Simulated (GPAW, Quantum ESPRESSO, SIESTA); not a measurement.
# In-plane stress of wurtzite AlN under biaxial strain, GPAW plane waves, PBE

Calculated with GPAW 26.7.0: PBE; plane waves, PAW, 900 eV; k-mesh 8×8×4. The first two cell vectors are strained alike from typed lattice constants; the third vector's length and the atoms are relaxed. The geometries are those relaxed at QE, PBE.

| in-plane strain (%) | in-plane stress (GPa, compression positive) |
| --- | --- |
| -4 | 22.48 |
| -3 | 16.55 |
| -2 | ? |
| -1 | 5.931 |
| 0 | 1.179 |
| +1 | -3.19 |
| +2 | -7.191 |
| +3 | -10.84 |
| +4 | -14.14 |

**Question.** Fit a second-order form in the logarithmic strain to the rows given and interpolate to the withheld row.

**Working.**

With u = ln[(1 + ε)/(1 + ε0)], counted from the row at ε0 = +0 % where y0 = 1.179, a second-order form y = y0 + a u + b u² makes v = (y − y0)/u a line in u.

| u | v |
| --- | --- |
| -0.0408220 | -521.802 |
| -0.0304592 | -504.642 |
| -0.0100503 | -472.820 |
| 0.00995033 | -439.081 |
| 0.0198026 | -422.671 |
| 0.0295588 | -406.613 |
| 0.0392207 | -390.584 |

With n = 7: mean u = 0.00245728, mean v = -451.173, Σ(u − ū)² = 0.0055561, Σ(u − ū)(v − v̄) = 9.1076. Slope b = 9.1076 / 0.0055561 = 1639.2; intercept a = v̄ − b ū = -455.20.

At the withheld row u = -0.02020, v = a + b u = -488.3, and y = y0 + u v.

Prediction at -2: 11.04 GPa. The run gave 11.04 GPa, so the fit is high by 0.0043 GPa (0.039 % of the value).

The first-order term gives a biaxial modulus of 455 GPa at ε0. The second-order term makes up 6.8 % of v at the withheld row. Among the rows given, the largest miss of the fit is at -3, by 0.015 GPa (0.041 % of the range of the table).

Limits: The nuclei are static. The DFT runs use Fermi–Dirac occupations of width 0.01 eV, and energies are free energies.

[Hosts, paths, dates, database ids (printed as entryN), source tags and the programs' standing remarks are cut or masked in the printed files.]
